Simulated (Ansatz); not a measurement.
# BPb2BrN2 (built on the sites of a database entry of Sr2BBrN2): from the cell to its phonons

Task: relax BPb2BrN2 (built on the sites of a database entry of Sr2BBrN2), then find its harmonic phonons.

Main program and level: Ansatz 0.2.0; DFT PBEsol, scalar-relativistic, plane waves, PAW.

The structure was built from a prototype and need not be the compound's stable phase.

## (1) Set-up

It takes space group R-3m (No. 166, trigonal). The conventional cell has a = 3.482 Å, b = 3.482 Å, c = 22.398 Å, α = 90.00°, β = 90.00°, γ = 120.00°. Nearest to Pb lie 3 N at 2.12 Å and 3 B at 2.71 Å and 3 Br at 2.78 Å. B has 2 N at 1.13 Å and 6 Pb at 2.71 Å nearest. Br has 6 Pb at 2.78 Å nearest. Nearest to N lie 1 B at 1.13 Å and 3 Pb at 2.12 Å. Farther neighbours and most contacts between anions are not listed.

As a file:

```
Pb B Br N
1.0
     1.74113    1.00524    7.46592
    -1.74113    1.00524    7.46592
     0.00000   -2.01048    7.46592
Pb B Br N
2 1 1 2
Direct
  0.24783 0.24783 0.24783
  0.75216 0.75216 0.75216
  0.50000 0.50000 0.50000
  0.00000 0.00000 0.00000
  0.44942 0.44942 0.44942
  0.55058 0.55058 0.55058
```

## (2) Coarse relaxation

A rough relaxation comes first, because large forces or stress need no tight tolerances yet.

input.yaml

```yaml
crystal:
  lattice:
    - [1.74113, 1.00524, 7.46592]
    - [-1.74113, 1.00524, 7.46592]
    - [0.0, -2.01048, 7.46592]
  atoms:
    - { symbol: Pb, position: [0.247835, 0.247835, 0.247835] }
    - { symbol: Pb, position: [0.752165, 0.752165, 0.752165] }
    - { symbol: B, position: [0.5, 0.5, 0.5] }
    - { symbol: Br, position: [0.0, 0.0, 0.0] }
    - { symbol: "N", position: [0.449422, 0.449422, 0.449422] }
    - { symbol: "N", position: [0.550578, 0.550578, 0.550578] }
kpoints:
  mp_grid: { grid: [6, 6, 6] }
hamiltonian:
  xc: pbesol
scf:
  occupations: { method: gaussian, width: 0.1 }
output:
  forces: true
  stress: true
  eigenvalues: true
relax:
  adjacent_minimum: "off"
  f_tol: 0.05
  max_steps: 80
  cell: { stress_tol: 0.5 }
```

Started as:

```console
ansatz run input.yaml --threads 8 --pin off --max-ram 14336MiB --backend cpu --events-out ev --progress --plain --runs-dir out
```

Numbers of over 12 decimals in the logs are rounded to 6 here.

Output:

```text
The last accepted step is kept in <dir> (removed where the run ends without a failure and the disk answers)
[...]
- [-1.955741, 1.129147, 9.448873]
    - [0, -2.258295, 9.448873]
  atoms:
    - { symbol: Pb, position: [0.251015, 0.251015, 0.251015] }
    - { symbol: Pb, position: [0.748985, 0.748985, 0.748985] }
    - { symbol: B, position: [0.500000, 0.500000, 0.500000] }
    - { symbol: Br, position: [-1.0407445525105081e-19, -1.0407445525105599e-19, -1.0407445525105335e-19] }
    - { symbol: N, position: [0.452438, 0.452438, 0.452438] }
    - { symbol: N, position: [0.547562, 0.547562, 0.547562] }
[key lines of the parts left out:]
SCF converged after 5 iterations
Free energy (F): -27157.613006 eV
Fermi energy:    7.079802 eV
P = ⅓ Tr σ = -0.0540 GPa (-0.540 kbar)
```

Run time: 11 s. Hardware: 8 threads of Arm Neoverse V2, shared host; peak memory 0.61 GiB.

Step by step:

| step | energy less that of the first step (eV) | largest force component (eV/Å) | pressure (GPa) | volume (Å³) |
| --- | --- | --- | --- | --- |
| 1 | 0.0000 | 15.5184 | 97.19 | 78.40 |
| 2 | -5.8409 | 3.3904 | 49.78 | 88.73 |
| 3 | -8.3820 | 0.9284 | 24.53 | 99.56 |
| 4 | -9.4769 | 0.2371 | 9.89 | 109.29 |
| 5 | -9.7750 | 0.1335 | 2.00 | 116.54 |
| 6 | -9.7896 | 0.0755 | 0.19 | 118.70 |
| 7 | -9.7898 | 0.0194 | 0.01 | 118.96 |
| 8* | -10.2250 | 0.1429 | 3.65 | 118.96 |
| 9 | -10.3114 | 0.1114 | 0.82 | 123.63 |
| 10 | -10.3191 | 0.1667 | -0.32 | 126.10 |
| 11 | -10.3227 | 0.0028 | -0.07 | 125.20 |
| 12* | -10.3324 | 0.0091 | -0.05 | 125.20 |

Relaxation steps marked * repeat the geometry before them on a plane-wave basis chosen anew for their cell, so energy and pressure can jump there.

The run keeps the 12 symmetry operations that it works with, so distortions that break them were not tested.

| cell as run | before | after | change |
| --- | --- | --- | --- |
| a (Å) | 7.732 | 9.715 | +25.6 % |
| b (Å) | 7.732 | 9.715 | +25.6 % |
| c (Å) | 7.732 | 9.715 | +25.6 % |
| α (°) | 26.03 | 23.23 | -10.8 % |
| β (°) | 26.03 | 23.23 | -10.8 % |
| γ (°) | 26.03 | 23.23 | -10.8 % |
| volume (Å³/atom) | 13.07 | 20.87 | +59.7 % |

The atoms that moved most (Å, as changes of fractional coordinates times the final cell):

| atom | dx | dy | dz | length |
| --- | --- | --- | --- | --- |
| Pb2 | 0.000 | 0.000 | -0.090 | 0.090 |
| Pb1 | 0.000 | 0.000 | 0.090 | 0.090 |
| N6 | 0.000 | 0.000 | -0.085 | 0.085 |
| N5 | 0.000 | 0.000 | 0.085 | 0.085 |

Final coordinates:

```
Pb B Br N
1.0
     1.95574    1.12915    9.44887
    -1.95574    1.12915    9.44887
     0.00000   -2.25829    9.44887
Pb B Br N
2 1 1 2
Cartesian
  0.0000 0.0000 7.1154
  0.0000 0.0000 21.2312
  0.0000 0.0000 14.1733
  0.0000 0.0000 0.0000
  0.0000 0.0000 12.8251
  0.0000 0.0000 15.5215
```

This step gave:

| Property | Result |
| --- | --- |
| pressure | -0.05399 GPa |
| gap on the k-mesh | 1.373 eV |
| volume per atom | 20.87 Å³ |
| direct gap on mesh | 2.054 eV |

In this step the volume went from 13.07 to 20.87 Å³/atom.

## (3) Relaxation

Harmonic phonons are second derivatives at a point where the forces vanish, and they are wanted at zero stress, so atoms and cell are relaxed first.

input.yaml

```yaml
crystal:
  lattice:
    - [1.955740749, 1.1291474479, 9.4488734227]
    - [-1.955740749, 1.1291474479, 9.4488734227]
    - [0.0, -2.2582948958, 9.4488734227]
  atoms:
    - { symbol: Pb, position: [0.2510152483, 0.2510152483, 0.2510152483] }
    - { symbol: Pb, position: [0.7489847517, 0.7489847517, 0.7489847517] }
    - { symbol: B, position: [0.5, 0.5, 0.5] }
    - { symbol: Br, position: [0.0, 0.0, 0.0] }
    - { symbol: "N", position: [0.4524377196, 0.4524377196, 0.4524377196] }
    - { symbol: "N", position: [0.5475622804, 0.5475622804, 0.5475622804] }
kpoints:
  mp_grid: { grid: [9, 9, 9] }
hamiltonian:
  xc: pbesol
scf:
  occupations: { method: gaussian, width: 0.02 }
output:
  forces: true
  stress: true
  eigenvalues: true
  write_density: true
  write_potential: true
  elf: true
  volumetric_format: npy
relax:
  adjacent_minimum: "off"
  f_tol: 0.005
  max_steps: 80
  cell: { stress_tol: 0.05 }
```

Output:

```text
[...]
Crystal: 6 atoms, lattice volume = 125.197 Å³
Basis set: ecut = 420 eV, 2491 PW (Γ), FFT grids on a1−a2, a2, −a2+a3, exchange–correlation on 54×144×54 points (8 copies of the dense FFT grid, shifted against one another)
Bands: 30, of which v1, the nominal top of the filled ones, is band 24 counted from 1 (23 counted from 0)
Symmetry: 12 space group operations
[...]
k-points: 85 of 729
[...]
SCF iter   1: F=—  HF=-27157.649773 eV  |F-HF|=—  |Δ(HF+E_count)|=         —  Δρ=9.86e-3  dr2=1.77e-1  ethr=1.77e-3  ⟨swp⟩=7.4  Hψ=12541  notcnv=0  defer=1
[...]
SCF iter   8: F=-27157.614852 eV  HF=-27157.614852 eV  |F-HF|=8.20e-9  |Δ(HF+E_count)|=   2.21e-7  Δρ=2.24e-6  dr2=6.96e-9  ethr=2.08e-10  ⟨swp⟩=16.0  Hψ=21418  notcnv=0
SCF 1 converged in 8 iterations: F = -27157.614852 eV  dr2 = 6.96e-9
[...]
relax step   1: F+E_penalty+E_count = -27157.61485245 eV  Δ(F+E_penalty+E_count) = +0.000e0 eV  max|allowed force component| = 5.778e-3 eV/Å  Δτ_max = 0.0000 Å  P = -0.063 GPa  Ω = 125.197 Å³  (8 SCF iters, dr2 threshold 1.00e-7 eV, accepted)
Crystal: 6 atoms, lattice volume = 124.942 Å³
Basis set: ecut = 420 eV, 2479 PW (Γ), FFT grids on a1−a2, a2, −a2+a3, exchange–correlation on 54×144×54 points (8 copies of the dense FFT grid, shifted against one another)
[...]
SCF iter   5: F=-27157.615440 eV  HF=-27157.615440 eV  |F-HF|=1.06e-8  |Δ(HF+E_count)|=   1.55e-8  Δρ=4.07e-6  dr2=2.01e-8  ethr=8.64e-11  ⟨swp⟩=8.8  Hψ=20037  notcnv=0
SCF 2 converged in 5 iterations: F = -27157.615440 eV  dr2 = 2.01e-8
relax step   2: F+E_penalty+E_count = -27157.61544030 eV  Δ(F+E_penalty+E_count) = -5.878e-4 eV  max|allowed force component| = 5.398e-3 eV/Å  Δτ_max = 0.0030 Å  P = +0.016 GPa  Ω = 124.942 Å³  energy of the carried Pulay correction = +2.766e-4 eV  (5 SCF iters, dr2 threshold 4.14e-8 eV, accepted)
Crystal: 6 atoms, lattice volume = 125.005 Å³
[...]
SCF iter   6: F=-27157.615380 eV  HF=-27157.615380 eV  |F-HF|=5.97e-10  |Δ(HF+E_count)|=   2.06e-9  Δρ=8.47e-7  dr2=8.40e-10  ethr=3.79e-12  ⟨swp⟩=9.1  Hψ=16049  notcnv=0
SCF 3 converged in 6 iterations: F = -27157.615380 eV  dr2 = 8.40e-10
relax step   3: F+E_penalty+E_count = -27157.61537999 eV  Δ(F+E_penalty+E_count) = +6.030e-5 eV  max|allowed force component| = 1.011e-3 eV/Å  Δτ_max = 0.0010 Å  P = -0.013 GPa  Ω = 125.005 Å³  energy of the carried Pulay correction = +2.086e-4 eV  (6 SCF iters, dr2 threshold 1.82e-9 eV, accepted)
[...]
SCF iter   1: F=—  HF=-27157.615146 eV  |F-HF|=—  |Δ(HF+E_count)|=         —  Δρ=1.30e-5  dr2=2.18e-8  ethr=1.85e-7  ⟨swp⟩=4.4  Hψ=21159  notcnv=0
eigensolver tolerance schedule: the retry pair's looser diagonalisation over-reported the residual by 4087.00 of it (diagonalisation noise at 0.32 of the residual, at the tolerance the schedule requests for it); recorded, not acted on — ethr = c·dr2/N_el stays at c = 1.0e-1
SCF iter   2: F=—  HF=-27157.615147 eV  |F-HF|=—  |Δ(HF+E_count)|=   8.94e-7  Δρ=6.69e-6  dr2=6.32e-9  ethr=4.53e-11  ⟨swp⟩=3.4  Hψ=5677  notcnv=0
[...]
SCF iter   4: F=-27157.615147 eV  HF=-27157.615147 eV  |F-HF|=4.00e-11  |Δ(HF+E_count)|=   7.14e-9  Δρ=1.67e-7  dr2=2.95e-11  ethr=1.00e-12  ⟨swp⟩=6.8  Hψ=16561  notcnv=0
SCF 4 converged in 4 iterations: F = -27157.615147 eV  dr2 = 2.95e-11
relax step   4: F+E_penalty+E_count = -27157.61514670 eV  Δ(F+E_penalty+E_count) = +2.333e-4 eV  max|allowed force component| = 8.845e-4 eV/Å  Δτ_max = 0.0000 Å  P = -0.016 GPa  Ω = 125.005 Å³  stress off target by 2.89e-2 GPa  SCF on the basis re-selected at this cell (its energy is not comparable with the rows above)  (4 SCF iters)
basis re-selected at this cell: Δ(F+E_penalty+E_count) = +2.333e-4 eV, ΔP = -0.003 GPa vs the last step (what re-selecting the basis moved, of the pressure what is left beyond the Pulay correction that the steps carried, after the strain that the cell walked since its last selection, with what the two solves' SCF thresholds leave and, on support functions, any second-order correction that the steps lacked; it is no m [...]
SCF converged after 4 iterations
Free energy (F): -27157.615147 eV
[...]
Internal energy: -27157.615147 eV  (E = F + TS)
E sigma→0 (E₀):  -27157.615147 eV
Fermi energy:    7.087158 eV
[...]
--- Forces (eV/Å), atoms counted from 1 ---
  atom   1  Pb     0.00000000    -0.00000000     0.00069240
  atom   2  Pb     0.00000000     0.00000000    -0.00069240
  atom   3  B      0.00000000     0.00000000    -0.00000000
  atom   4  Br     0.00000000     0.00000000     0.00000000
  atom   5  N      0.00000000    -0.00000000    -0.00088445
  atom   6  N      0.00000000     0.00000000     0.00088445
  max |Σ_I F_I| component: 1.05e-30 eV/Å
--- Stress (GPa, compression-positive) ---
       -0.008954       0.000000       0.000000
        0.000000      -0.008954       0.000000
        0.000000       0.000000      -0.028894
  P = ⅓ Tr σ = -0.0156 GPa (-0.156 kbar)
--- Band table (eV; the first three rows and the last of 85) ---
  k-point 0: bands = [... 20 lower, 5.1966, 5.4503, 5.4503, 5.7378, 7.7871, 10.3934, 11.7408, 11.7408, ... 2 higher]
  k-point 1: bands = [... 20 lower, 4.9963, 5.0429, 5.4432, 6.2573, 8.2478, 10.1592, 10.9206, 11.4423, ... 2 higher]
  k-point 2: bands = [... 20 lower, 4.7343, 4.9960, 5.3660, 6.2480, 8.8239, 10.1692, 10.3370, 11.0321, ... 2 higher]
  k-point 84: bands = [... 20 lower, 5.1090, 5.2748, 5.3771, 5.6881, 8.9051, 9.2401, 11.2765, 11.5300, ... 2 higher]
--- Relaxed structure (3 steps of the walk, 3 accepted, 1 SCFs on fresh bases) ---
[...]
cell:  # Å, volume = 125.0048 Å³
    - [1.951413, 1.126649, 9.476272]
    - [-1.951413, 1.126649, 9.476272]
    - [0, -2.253298, 9.476272]
  atoms:
    - { symbol: Pb, position: [0.250990, 0.250990, 0.250990] }
    - { symbol: Pb, position: [0.749010, 0.749010, 0.749010] }
    - { symbol: B, position: [0.500000, 0.500000, 0.500000] }
    - { symbol: Br, position: [0, 0, 0] }
    - { symbol: N, position: [0.452580, 0.452580, 0.452580] }
    - { symbol: N, position: [0.547420, 0.547420, 0.547420] }
```

Elapsed: 10 s, on 8 threads; peak memory 0.72 GiB; 77 s of CPU time.

Step by step:

| step | energy less that of the first step (eV) | largest force component (eV/Å) | pressure (GPa) | volume (Å³) |
| --- | --- | --- | --- | --- |
| 1 | 0.0000 | 0.0058 | -0.06 | 125.20 |
| 2 | -0.0006 | 0.0054 | 0.02 | 124.94 |
| 3 | -0.0005 | 0.0010 | -0.01 | 125.00 |
| 4* | -0.0003 | 0.0009 | -0.02 | 125.00 |

Relaxation steps marked * repeat the geometry before them on a plane-wave basis chosen anew for their cell, so energy and pressure can jump there.

The run keeps the 12 symmetry operations that it works with, so distortions that break them were not tested.

| conventional cell, symmetrised | before | after | change |
| --- | --- | --- | --- |
| a (Å) | 3.911 | 3.903 | -0.2 % |
| b (Å) | 3.911 | 3.903 | -0.2 % |
| c (Å) | 28.347 | 28.429 | +0.3 % |
| volume (Å³/atom) | 20.87 | 20.83 | -0.2 % |

The relaxed structure:

```cif
data_structure
_symmetry_space_group_name_H-M 'P 1'
_symmetry_Int_Tables_number 1
_cell_length_a 9.7405
_cell_length_b 9.7405
_cell_length_c 9.7405
_cell_angle_alpha 23.114
_cell_angle_beta 23.114
_cell_angle_gamma 23.114
_cell_volume 125.00
loop_
_atom_site_label
_atom_site_type_symbol
_atom_site_fract_x
_atom_site_fract_y
_atom_site_fract_z
_atom_site_occupancy
Pb1 Pb 0.25099 0.25099 0.25099 1
Pb2 Pb 0.74901 0.74901 0.74901 1
B3 B 0.50000 0.50000 0.50000 1
Br4 Br 0.00000 0.00000 0.00000 1
N5 N 0.45258 0.45258 0.45258 1
N6 N 0.54742 0.54742 0.54742 1
```

Numbers from this step:

```
pressure           : -0.01560 GPa
gap on the k-mesh  : 1.400 eV
volume per atom    : 20.83 Å³
direct gap on mesh : 1.990 eV
```

Electrostatic potential energy in the ac plane of the cell as run, not the conventional one, at fractional y = 0.500, with atoms of B and N within 0.2 Å of it. With pseudopotentials it is smooth inside the atoms' cores, unlike the true potential.

Ten even steps from '0' (-46 eV) to '9' (11 eV), each cell a mean:
```
999998767899999999875468999
999999988889999999986435899
999999998889999999998643579
999999999999999999999864357
899999999999999999999987435
689999999988999999999999754
678999988886689999999999986
778899987676237999999999998
988899888545401599999999999
999899867621330049999999999
999999973451022004899999999
999999995013001300599999999
999999998400310142269999999
999999999830032026558999999
999999999984004424778998889
999999999999511565689999888
789999999999974478789999877
568999999999998778988999986
545799999999999989999999998
753478999999999999999999999
974346899999999989999999999
997534789999999988889999999
999854478999999998778999999
999986567999999998866789999
```
Columns run along a (9.7 Å; values clipped at the 3rd and 97th percentile), rows up along c (9.7 Å). Atoms in or near the plane, at fractional coordinates: B at (0.50, 0.50), N at (0.45, 0.45), N at (0.55, 0.55).

Valence density in the ac plane of the cell as run, not the conventional one, at fractional y = 0.500, with atoms of B and N within 0.2 Å of it. It is the smooth field of the valence electrons, not physical close to the nuclei.

Ten even steps from '_' (0.0 e/Å³) to '@' (3.4 e/Å³), each cell a mean:
```
____________......____________________..::::..________
________________..______________________..::--..______
__________________________________________..----::____
____________________________________________..----::__
__________________....________________________..::--..
..________________..::::..______________________..::::
....______________..::----::________________________..
__..______..........::--****--..______________________
__________............::++%%%%==..____________________
__________..::----::::..--**@@@@++..__________________
____________..--++++==::..--##@@@@++..________________
______________..==%%##++::..--**@@%%==..______________
________________..++@@@@**--..::++##**--..____________
__________________..**@@@@**--..::--====::..__________
____________________..++@@@@++--....::::::..__________
______________________..==####==::............________
..______________________..--++++::....____________....
....________________________..----....______________..
..::::..______________________........________________
..::--::..________________________....________________
__..::--::..__________________________________________
______::--::..________________________________________
________..::::..____________________....______________
__________..::....____________________......__________
```
Columns run along a (9.7 Å), rows up along c (9.7 Å). Atoms in or near the plane, at fractional coordinates: B at (0.50, 0.50), N at (0.45, 0.45), N at (0.55, 0.55).

ELF in the ac plane of the cell as run, not the conventional one, at fractional y = 0.500, with atoms of B and N within 0.2 Å of it. It is the smooth field of the valence electrons, not physical close to the nuclei.

Ten even steps from '_' (0.02) to '@' (0.82), each cell a mean:
```
________..::--======::..__________..--==++====::..____
________....::::------::____________..--++++++==--..__
______....::----::::::::..________......--++++++==--..
........::--==++++==::::..________........--++++++==--
--....::----==**######==::..________........--==++++==
==::::--======++##%%@@@@##--..________..::....::==++++
==--::--++****++**%%@@@@@@%%++..________..::....::==++
====::::++######++**%%@@%%@@@@##::________........::--
------::--##%%@@%%++==%%@@**##@@%%--________......__..
..::::::::++@@@@@@@@==--%%@@++++@@%%--________________
____......::##@@@@@@@@==..##@@++++@@%%--______________
________....--%%@@####@@++..**@@****@@%%--____________
______________--%%@@++**@@**..++@@%%%%@@##::....______
________________==@@@@==++@@**::++@@@@@@@@++::::::..__
..________________==%%@@++**@@%%--++@@@@@@%%==::::--::
--..........________--%%@@%%%%@@%%++**%%%%%%**--::--==
==--::........________::##@@@@@@@@%%****####**==::--==
++++==::....::..________..++%%@@@@@@%%**++++++==::::==
==++++==::....::..________..--**%%%%##**++====--::::--
--==++++==--........________..::==******++--::::......
..--==++++==--........______..::::::--====--::....__..
__..--==++++==--....__________::::::::::::::....______
____..--==++++==--..__________..::------::::..________
______..::====++==--..__________..--======--::..______
```
Columns run along a (9.7 Å), rows up along c (9.7 Å). Atoms in or near the plane, at fractional coordinates: B at (0.50, 0.50), N at (0.45, 0.45), N at (0.55, 0.55).

In this step the volume went from 20.87 to 20.83 Å³/atom.

(Continued in part 2 of 3.)

[Logs are printed without paths, hosts, clocks, repeated set-up lines and the standing remarks that a program may print on its own settings, such as how far it seeks lower states.]

[Hosts, paths, dates, database ids (printed as entryN), source tags and the programs' standing remarks are cut or masked in the printed files.]
